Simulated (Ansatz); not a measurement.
**Phonons of TaN (P-6m2) against volume**

Aim: how do the optical modes of TaN (P-6m2) move with volume?

Program: Ansatz 0.2.0. Level of theory: DFT PBEsol, scalar-relativistic, plane waves, PAW; PAW set soft_1. Results are calculated unless marked as measured.

## (1) Starting point

It takes space group P-6m2 (No. 187, hexagonal). Conventional cell: a = 2.938 Å, b = 2.938 Å, c = 2.883 Å, α = 90.00°, β = 90.00°, γ = 120.00°. Nearest to N lie 6 Ta at 2.23 Å. Nearest to Ta lie 6 N at 2.23 Å. Farther neighbours and most contacts between anions are not listed.

## (2) Bringing the structure to rest

Harmonic phonons are second derivatives at a point where the forces vanish, and they are wanted at zero stress, so atoms and cell are relaxed first.

File input.yaml:

```yaml
crystal:
  lattice:
    - [2.938, 0.0, 0.0]
    - [-1.469, 2.5443826363, 0.0]
    - [0.0, 0.0, 2.883]
  atoms:
    - { symbol: "N", position: [0.66666667, 0.33333333, 0.0] }
    - { symbol: Ta, position: [0.0, 0.0, 0.5] }
kpoints:
  mp_grid: { grid: [18, 18, 14] }
hamiltonian:
  xc: pbesol
  pseudopotentials: { kind: paw, azcp: { folder: soft_1 }, xc_functional: pbe }
scf:
  occupations: { method: gaussian, width: 0.1 }
output:
  forces: true
  stress: true
  eigenvalues: true
relax:
  adjacent_minimum: "off"
  f_tol: 0.005
  max_steps: 80
  cell: { stress_tol: 0.05 }
```

Run with:

```bash
> ansatz run input.yaml --threads 4 --pin off --max-ram 10240MiB --backend cpu --events-out ev --progress --plain --runs-dir out
```

Numbers of over 12 decimals in the logs are rounded to 6 here.

The program printed:

```text
Engine: ansatz 0.2.0, x86_64-unknown-linux-gnu
Pseudopotentials: kind: paw
Pseudopotential: N, paw, valence charge 5, recommended cutoff 420 eV (normal), soft_1/N.paw.azcp
Pseudopotential: Ta, paw, valence charge 13, recommended cutoff 420 eV (normal), soft_1/Ta.paw.azcp
Functional definition: PBEsol
  exchange = pbesol_x
  correlation = pbesol_c
Crystal: 2 atoms, lattice volume = 21.552 Å³
Basis set: ecut = 420 eV, 405 PW (Γ), exchange–correlation on 40×40×40 points (8 copies of the dense FFT grid, shifted against one another)
Bands: 13, of which v1, the nominal top of the filled ones, is band 9 counted from 1 (8 counted from 0)
Symmetry: 12 space group operations
Space group: P-6m2 (ITA 187), of the structure as read, at distance tolerance 2.8e-5 Å
k-points: 296 of 4536 (time reversal used)
Non-local potential: N, projectors of the file, l = 0: 2, l = 1: 2, l = 2: 1
Non-local potential: Ta, projectors of the file, l = 0: 3, l = 1: 2, l = 2: 2, l = 3: 1
PAW form: soft (Blöchl's): semilocal exchange-correlation on the pseudo side does not see the compensation charge
PAW frozen core: N, regenerated for the run's functional, and the local potential with it (the file was generated under x = pbe(κ = 0.804, μ = 0.219515), c = pbe(β = 0.066725))
PAW frozen core: Ta, regenerated for the run's functional, and the local potential with it (the file was generated under x = pbe(κ = 0.804, μ = 0.219515), c = pbe(β = 0.066725))
PAW one-centre angular grid: N, 110 points (default); XC on 64 Gauss nodes
PAW one-centre angular grid: Ta, 590 points (default); XC on 64 Gauss nodes
Initial density: superposition of atomic densities (chi_scale 0.1, normalization cell, long waves kept (reshape's long-wave potential 0.00 eV rms))
Initial wavefunctions: pseudopotential atomic-orbital guess
Functional: x = pbesol(κ = 0.804, μ = 0.123457), c = pbesol(β = 0.046)
SCF iter   1: F=—  HF=-10188.575588 eV  |F-HF|=—  |Δ(HF+E_count)|=         —  Δρ=4.82e-2  dr2=2.73e-1  ethr=3.10e-3  ⟨swp⟩=5.1  Hψ=18417  notcnv=0
preconditioner: auto → none  [metal: Δε(μ)=0.057 eV  Ē_g=11.147 eV  σ=0.100 eV  W_gap=0.31  n_scr=8 (ndim 8)  ℏωp=25.3 eV  f_vac=0.000  D(μ)=0.05/eV (n_scr^D=0)  sad-step TF]
SCF iter   2: F=—  HF=-10188.568347 eV  |F-HF|=—  |Δ(HF+E_count)|=   7.24e-3  Δρ=3.02e-2  dr2=1.19e-1  ethr=1.52e-3  ⟨swp⟩=1.0  Hψ=6216  notcnv=0
SCF iter   3: F=—  HF=-10188.555351 eV  |F-HF|=—  |Δ(HF+E_count)|=   1.30e-2  Δρ=1.70e-3  dr2=2.78e-4  ethr=6.59e-4  ⟨swp⟩=2.9  Hψ=6429  notcnv=0
SCF iter   4: F=—  HF=-10188.555428 eV  |F-HF|=—  |Δ(HF+E_count)|=   7.73e-5  Δρ=4.20e-4  dr2=3.04e-5  ethr=1.54e-6  ⟨swp⟩=2.6  Hψ=6379  notcnv=0
SCF iter   5: F=—  HF=-10188.555433 eV  |F-HF|=—  |Δ(HF+E_count)|=   4.48e-6  Δρ=4.78e-5  dr2=3.11e-7  ethr=1.69e-7  ⟨swp⟩=2.0  Hψ=5103  notcnv=0
SCF iter   6: F=-10188.555433 eV  HF=-10188.555433 eV  |F-HF|=2.67e-10  |Δ(HF+E_count)|=   1.24e-8  Δρ=9.17e-6  dr2=5.21e-9  ethr=5.56e-10  ⟨swp⟩=5.9  Hψ=18047  notcnv=0
SCF 1 converged in 6 iterations: F = -10188.555433 eV  dr2 = 5.21e-9
  greatest PAW one-centre occupation: 0.999 electrons in one spin orbital (limit 2), on the Ta atom at site 1 (counted from 0), in its partial waves of l = 0
relax step   1: F+E_penalty+E_count = -10188.55543255 eV  Δ(F+E_penalty+E_count) = +0.000e0 eV  max|allowed force component| = 1.110e-16 eV/Å  Δτ_max = 0.0000 Å  P = -4.926 GPa  Ω = 21.552 Å³  (6 SCF iters, dr2 threshold 1.00e-7 eV, accepted)
Crystal: 2 atoms, lattice volume = 21.066 Å³
Initial density: handed on by an earlier stage of this run
Initial wavefunctions: those handed on with the density
iter 1 solved again at ethr=9.39e-6 eV; its pass at ethr=3.10e-3 eV (dr2=1.69e-3 eV) is discarded
SCF iter   1: F=—  HF=-10188.558523 eV  |F-HF|=—  |Δ(HF+E_count)|=         —  Δρ=3.00e-3  dr2=1.63e-3  ethr=9.39e-6  ⟨swp⟩=2.1  Hψ=25159  notcnv=0
preconditioner: auto → none  [metal: Δε(μ)=0.069 eV  Ē_g=11.267 eV  σ=0.100 eV  W_gap=0.37  n_scr=8 (ndim 8)  ℏωp=25.6 eV  f_vac=0.000  D(μ)=0.05/eV (n_scr^D=0)]
SCF iter   2: F=—  HF=-10188.558049 eV  |F-HF|=—  |Δ(HF+E_count)|=   4.75e-4  Δρ=8.56e-4  dr2=1.26e-4  ethr=9.07e-6  ⟨swp⟩=2.2  Hψ=4993  notcnv=0
SCF iter   3: F=—  HF=-10188.558027 eV  |F-HF|=—  |Δ(HF+E_count)|=   2.19e-5  Δρ=1.78e-4  dr2=3.49e-6  ethr=6.99e-7  ⟨swp⟩=2.1  Hψ=4889  notcnv=0
iter 4 did not close the SCF: its close was put off for the readings that it lacked (scf_convergence_deferred on its scf_iter line)
SCF iter   4: F=-10188.558027 eV  HF=-10188.558027 eV  |F-HF|=2.58e-8  |Δ(HF+E_count)|=   1.76e-7  Δρ=1.79e-5  dr2=4.58e-8  ethr=1.94e-8  ⟨swp⟩=1.7  Hψ=4470  notcnv=0
iter 5 did not close the SCF: its close was put off for the readings that it lacked (scf_convergence_deferred on its scf_iter line)
SCF iter   5: F=-10188.558027 eV  HF=-10188.558027 eV  |F-HF|=8.20e-10  |Δ(HF+E_count)|=   1.75e-8  Δρ=2.77e-6  dr2=1.39e-9  ethr=2.55e-10  ⟨swp⟩=2.5  Hψ=6250  notcnv=0
SCF iter   6: F=-10188.558027 eV  HF=-10188.558027 eV  |F-HF|=3.27e-11  |Δ(HF+E_count)|=  3.06e-10  Δρ=4.83e-7  dr2=3.81e-11  ethr=7.72e-12  ⟨swp⟩=1.5  Hψ=10691  notcnv=0
SCF 2 converged in 6 iterations: F = -10188.558027 eV  dr2 = 3.81e-11
relax step   2: F+E_penalty+E_count = -10188.55802719 eV  Δ(F+E_penalty+E_count) = -2.595e-3 eV  max|allowed force component| = 2.220e-16 eV/Å  Δτ_max = 0.0000 Å  P = +3.148 GPa  Ω = 21.066 Å³  energy of the carried Pulay correction = +8.492e-4 eV  (6 SCF iters, dr2 threshold 2.00e-7 eV, accepted)
Crystal: 2 atoms, lattice volume = 21.250 Å³
iter 1 solved again at ethr=2.25e-6 eV; its pass at ethr=3.10e-3 eV (dr2=4.04e-4 eV) is discarded
SCF iter   1: F=—  HF=-10188.560662 eV  |F-HF|=—  |Δ(HF+E_count)|=         —  Δρ=1.50e-3  dr2=4.34e-4  ethr=2.25e-6  ⟨swp⟩=2.0  Hψ=24445  notcnv=0
preconditioner: auto → none  [metal: Δε(μ)=0.074 eV  Ē_g=11.189 eV  σ=0.100 eV  W_gap=0.40  n_scr=8 (ndim 8)  ℏωp=25.5 eV  f_vac=0.000  D(μ)=0.05/eV (n_scr^D=0)]
SCF iter   2: F=—  HF=-10188.560515 eV  |F-HF|=—  |Δ(HF+E_count)|=   1.47e-4  Δρ=4.64e-4  dr2=3.05e-5  ethr=2.25e-6  ⟨swp⟩=2.5  Hψ=5509  notcnv=0
SCF iter   3: F=—  HF=-10188.560514 eV  |F-HF|=—  |Δ(HF+E_count)|=   9.88e-7  Δρ=9.93e-5  dr2=7.60e-7  ethr=1.69e-7  ⟨swp⟩=2.4  Hψ=5339  notcnv=0
iter 4 did not close the SCF: its close was put off for the readings that it lacked (scf_convergence_deferred on its scf_iter line)
SCF iter   4: F=-10188.560514 eV  HF=-10188.560514 eV  |F-HF|=2.03e-9  |Δ(HF+E_count)|=   9.07e-8  Δρ=6.23e-6  dr2=4.54e-9  ethr=4.22e-9  ⟨swp⟩=1.2  Hψ=4014  notcnv=0
iter 5 did not close the SCF: its close was put off for the readings that it lacked (scf_convergence_deferred on its scf_iter line)
SCF iter   5: F=-10188.560514 eV  HF=-10188.560514 eV  |F-HF|=1.26e-10  |Δ(HF+E_count)|=   1.66e-9  Δρ=1.04e-6  dr2=1.82e-10  ethr=2.52e-11  ⟨swp⟩=2.0  Hψ=6120  notcnv=0
SCF iter   6: F=-10188.560514 eV  HF=-10188.560514 eV  |F-HF|=5.46e-12  |Δ(HF+E_count)|=  3.64e-11  Δρ=1.64e-7  dr2=2.15e-12  ethr=1.01e-12  ⟨swp⟩=1.0  Hψ=10157  notcnv=0
SCF 3 converged in 6 iterations: F = -10188.560514 eV  dr2 = 2.15e-12
relax step   3: F+E_penalty+E_count = -10188.56051384 eV  Δ(F+E_penalty+E_count) = -2.487e-3 eV  max|allowed force component| = 1.295e-16 eV/Å  Δτ_max = 0.0000 Å  P = +0.110 GPa  Ω = 21.250 Å³  energy of the carried Pulay correction = +5.229e-4 eV  (6 SCF iters, dr2 threshold 2.00e-7 eV, accepted)
[...]
relax step   4: F+E_penalty+E_count = -10188.56056880 eV  Δ(F+E_penalty+E_count) = -5.497e-5 eV  max|allowed force component| = 2.035e-16 eV/Å  Δτ_max = 0.0000 Å  P = -0.007 GPa  Ω = 21.255 Å³  energy of the carried Pulay correction = +5.157e-4 eV  (6 SCF iters, dr2 threshold 2.00e-7 eV, accepted)
Initial wavefunctions: pseudopotential atomic-orbital guess (no wavefunctions were taken with the density)
iter 1 solved again at ethr=4.38e-8 eV; its pass at ethr=3.10e-3 eV (dr2=7.88e-6 eV) is discarded
SCF iter   1: F=—  HF=-10188.560081 eV  |F-HF|=—  |Δ(HF+E_count)|=         —  Δρ=5.85e-5  dr2=1.04e-7  ethr=4.38e-8  ⟨swp⟩=3.2  Hψ=29846  notcnv=0
SCF iter   2: F=—  HF=-10188.560088 eV  |F-HF|=—  |Δ(HF+E_count)|=   7.57e-6  Δρ=2.79e-5  dr2=1.86e-8  ethr=5.78e-10  ⟨swp⟩=2.3  Hψ=5647  notcnv=0
SCF iter   3: F=—  HF=-10188.560088 eV  |F-HF|=—  |Δ(HF+E_count)|=   2.94e-8  Δρ=3.14e-6  dr2=2.35e-10  ethr=1.04e-10  ⟨swp⟩=2.1  Hψ=5307  notcnv=0
iter 4 did not close the SCF: its close was put off for the readings that it lacked (scf_convergence_deferred on its scf_iter line)
SCF iter   4: F=-10188.560088 eV  HF=-10188.560088 eV  |F-HF|=3.64e-12  |Δ(HF+E_count)|=  5.20e-10  Δρ=2.13e-7  dr2=3.32e-12  ethr=1.30e-12  ⟨swp⟩=2.1  Hψ=5729  notcnv=0
iter 5 did not close the SCF: its close was put off for the readings that it lacked (scf_convergence_deferred on its scf_iter line)
SCF iter   5: F=-10188.560088 eV  HF=-10188.560088 eV  |F-HF|=3.64e-12  |Δ(HF+E_count)|=    0.00e0  Δρ=4.07e-8  dr2=1.65e-13  ethr=1.00e-12  ⟨swp⟩=1.0  Hψ=3848  notcnv=0
iter 6 did not close the SCF: its close was put off for the readings that it lacked (scf_convergence_deferred on its scf_iter line)
SCF iter   6: F=-10188.560088 eV  HF=-10188.560088 eV  |F-HF|=9.09e-12  |Δ(HF+E_count)|=  5.46e-12  Δρ=3.79e-9  dr2=3.42e-15  ethr=1.00e-12  ⟨swp⟩=1.0  Hψ=3848  notcnv=0
iter 7 did not close the SCF: its close was put off for the readings that it lacked (scf_convergence_deferred on its scf_iter line)
SCF iter   7: F=-10188.560088 eV  HF=-10188.560088 eV  |F-HF|=7.28e-12  |Δ(HF+E_count)|=  1.27e-11  Δρ=8.81e-10  dr2=7.50e-17  ethr=1.00e-12  ⟨swp⟩=1.0  Hψ=3848  notcnv=0
SCF iter   8: F=-10188.560088 eV  HF=-10188.560088 eV  |F-HF|=1.82e-12  |Δ(HF+E_count)|=  7.28e-12  Δρ=2.62e-10  dr2=1.22e-17  ethr=1.00e-12  ⟨swp⟩=2.0  Hψ=10569  notcnv=0
SCF 5 converged in 8 iterations: F = -10188.560088 eV  dr2 = 1.22e-17
relax step   5: F+E_penalty+E_count = -10188.56008843 eV  Δ(F+E_penalty+E_count) = +4.804e-4 eV  max|allowed force component| = 1.665e-16 eV/Å  Δτ_max = 0.0000 Å  P = -0.043 GPa  Ω = 21.255 Å³  stress off target by 4.32e-2 GPa  SCF on the basis re-selected at this cell (its energy is not comparable with the rows above)  (8 SCF iters)
basis re-selected at this cell: Δ(F+E_penalty+E_count) = +4.804e-4 eV, ΔP = -0.036 GPa vs the last step (what re-selecting the basis moved, of the pressure what is left beyond the Pulay correction that the steps carried, after the strain that the cell walked since its last selection, with what the two solves' SCF thresholds leave and, on support functions, any second-order correction that the steps lacked; it is no m [...]
SCF converged after 8 iterations
Free energy (F): -10188.560088 eV
Harris-Foulkes:  -10188.560088 eV  (|F-HF|=1.82e-12)
Internal energy: -10188.559839 eV  (E = F + TS)
E sigma→0 (E₀):  -10188.559963 eV
Entropy (-TS):   -0.000250 eV (-0.125 meV/atom)
Fermi energy:    20.254309 eV
--- Per-component energies (eV) ---
  E_band       = -51.070922
  E_kinetic    = 523.833113
  E_local      = -581.262107  (includes V_loc(G=0)·N_el)
  E_nonlocal   = 26.418140
  E_hartree    = 207.822234
  E_xc         = -379.200911
  E_vxc        = -310.430174  (∫ρ·V_xc dr)
  E_paw        = -8304.610612  (= ΣΔE_a)
  E_vpaw       = -125.275272  (= ΣTr[D̂ρ^β])
  E_aug_tail   = 0.000910  (compensation charges beyond the density's cutoff)
  E_ewald      = -1681.802418
  E_core_change = 0.241812  (= ΣΔE_core)
  E_smearing   = -0.000250  (= −TS)
  E_closure    = 0.000000  (closes the sum)
  Σ components = -10188.560088   (vs F -10188.560088, Δ=0.00e0)
--- Forces (eV/Å), atoms counted from 1 ---
  atom   1  N      0.00000000     0.00000000     0.00000000
  atom   2  Ta    -0.00000000     0.00000000     0.00000000
  max |Σ_I F_I| component: 7.03e-16 eV/Å
--- Stress (GPa, compression-positive) ---
       -0.043213       0.000000      -0.000000
       -0.000000      -0.043213      -0.000000
       -0.000000      -0.000000      -0.042363
  P = ⅓ Tr σ = -0.0429 GPa (-0.429 kbar)
--- Band table (eV; the first three rows and the last of 296) ---
  k-point 0: bands = [... 5 lower, 15.6496, 15.6496, 15.9908, 17.3308, 22.5672, 23.9264, 23.9264, 24.3491]
  k-point 1: bands = [... 5 lower, 15.5908, 15.6924, 15.6924, 17.6639, 22.7539, 23.1826, 23.1826, 24.9012]
  k-point 2: bands = [... 5 lower, 14.7451, 15.8135, 15.8135, 18.3883, 22.2484, 22.2484, 23.2468, 25.2542]
  k-point 295: bands = [... 5 lower, 11.9035, 13.6598, 16.3769, 19.9269, 24.8619, 25.4312, 27.1414, 27.9792]
--- Relaxed structure (4 steps of the walk, 4 accepted, 1 SCFs on fresh bases) ---
  F+E_penalty+E_count = -10188.56008843 eV   max|allowed force component| = 1.665e-16 eV/Å   (the final SCF, on the basis selected at the relaxed cell)
  cell:  # Å, volume = 21.2547 Å³
    - [2.923993, 0.0, 0.0]
    - [-1.461997, 2.532252, 0.0]
    - [0.0, 0.0, 2.870589]
  atoms:
    - { symbol: N, position: [0.666667, 0.333333, 0.0] }
    - { symbol: Ta, position: [1.850371700815422e-17, -1.850371700815424e-17, 0.5] }
```

Run time: 36 s. Hardware: 4 threads of Intel Xeon at 2.50GHz (Skylake/Cascade Lake), shared host; peak memory 0.45 GiB.

Step by step:

| step | energy less that of the first step (eV) | largest force component (eV/Å) | pressure (GPa) | volume (Å³) |
| --- | --- | --- | --- | --- |
| 1 | 0.0000 | 0.0000 | -4.93 | 21.55 |
| 2 | -0.0026 | 0.0000 | 3.15 | 21.07 |
| 3 | -0.0051 | 0.0000 | 0.11 | 21.25 |
| 4 | -0.0051 | 0.0000 | -0.01 | 21.25 |
| 5* | -0.0047 | 0.0000 | -0.04 | 21.25 |

Relaxation steps marked * repeat the geometry before them on a plane-wave basis chosen anew for their cell, so energy and pressure can jump there.

The run keeps the 12 symmetry operations that it works with, so distortions that break them were not tested.

| conventional cell, symmetrised | before | after | change |
| --- | --- | --- | --- |
| a (Å) | 2.938 | 2.924 | -0.5 % |
| b (Å) | 2.938 | 2.924 | -0.5 % |
| c (Å) | 2.883 | 2.871 | -0.4 % |
| volume (Å³/atom) | 10.78 | 10.63 | -1.4 % |

The relaxed structure:

```xyz
2
Lattice="2.9240 0.0000 0.0000 -1.4620 2.5323 0.0000 0.0000 0.0000 2.8706" Properties=species:S:1:pos:R:3 pbc="T T T"
N     1.4620    0.8441    0.0000
Ta    0.0000    0.0000    1.4353
```

Numbers from this step:

* pressure: -0.04293 GPa
* volume per atom: 10.63 Å³
* gap on the k-mesh: 0 eV

In this step the volume went from 10.78 to 10.63 Å³/atom.

## (3) Tight relaxation

Phonons need small forces and stress, so the relaxation is finished with tight tolerances on 18×18×16 k points.

input.yaml, the sections that differ from step 2:

```yaml
crystal:
  lattice:
    - [2.9239930434, 0.0, 0.0]
    - [-1.4619965217, 2.5322522561, 0.0]
    - [0.0, 0.0, 2.8705888219]
  atoms:
    - { symbol: "N", position: [0.6666666667, 0.3333333333, 0.0] }
    - { symbol: Ta, position: [0.0, 0.0, 0.5] }
kpoints:
  mp_grid: { grid: [18, 18, 16] }
scf:
  occupations: { method: methfessel_paxton, width: 0.2 }
relax:
  adjacent_minimum: "off"
  f_tol: 0.001
  max_steps: 60
  cell: { stress_tol: 0.01 }
# hamiltonian, output: as in step 2
```

The program printed:

```text
[...]
Crystal: 2 atoms, lattice volume = 21.255 Å³
Basis set: ecut = 420 eV, 405 PW (Γ), exchange–correlation on 40×40×40 points (8 copies of the dense FFT grid, shifted against one another)
Bands: 13, of which v1, the nominal top of the filled ones, is band 9 counted from 1 (8 counted from 0)
Symmetry: 12 space group operations
[...]
k-points: 333 of 5184 (time reversal used)
[...]
k-point 332: bands = [... 5 lower, 11.9052, 13.6619, 16.3793, 19.9289, 24.8653, 25.4341, 27.1441, 27.9824]
--- Relaxed structure (3 steps of the walk, 2 accepted, 1 SCFs on fresh bases) ---
[...]
cell:  # Å, volume = 21.2524 Å³
    - [2.923831, 0, 0.0]
    - [-1.461916, 2.532112, 0.0]
    - [0.0, 0.0, 2.870607]
  atoms:
    - { symbol: N, position: [0.666667, 0.333333, 0.0] }
    - { symbol: Ta, position: [-3.7007434155248937e-17, 0, 0.5] }
[key lines of the parts left out:]
SCF converged after 4 iterations
Free energy (F): -10188.559898 eV
Fermi energy:    20.235641 eV
P = ⅓ Tr σ = -0.0032 GPa (-0.032 kbar)
```

The job ended after 31 s (4 threads; peak memory 0.47 GiB; 90 s of CPU time).

Little changed from the start: no atom moved by 0.005 Å and no cell edge by 0.1 %.

Numbers from this step:

| Property | Result |
| --- | --- |
| pressure | -0.003181 GPa |

The forces vanish by symmetry and the pressure is -0.003 GPa, within the tolerances set. The cell now holds 10.63 Å³/atom.

(Part 1 of 2 ends here.)

[Logs are printed without paths, hosts, clocks, repeated set-up lines and the standing remarks that a program may print on its own settings, such as how far it seeks lower states.]

[Hosts, paths, dates, database ids (printed as entryN), source tags and the programs' standing remarks are cut or masked in the printed files.]
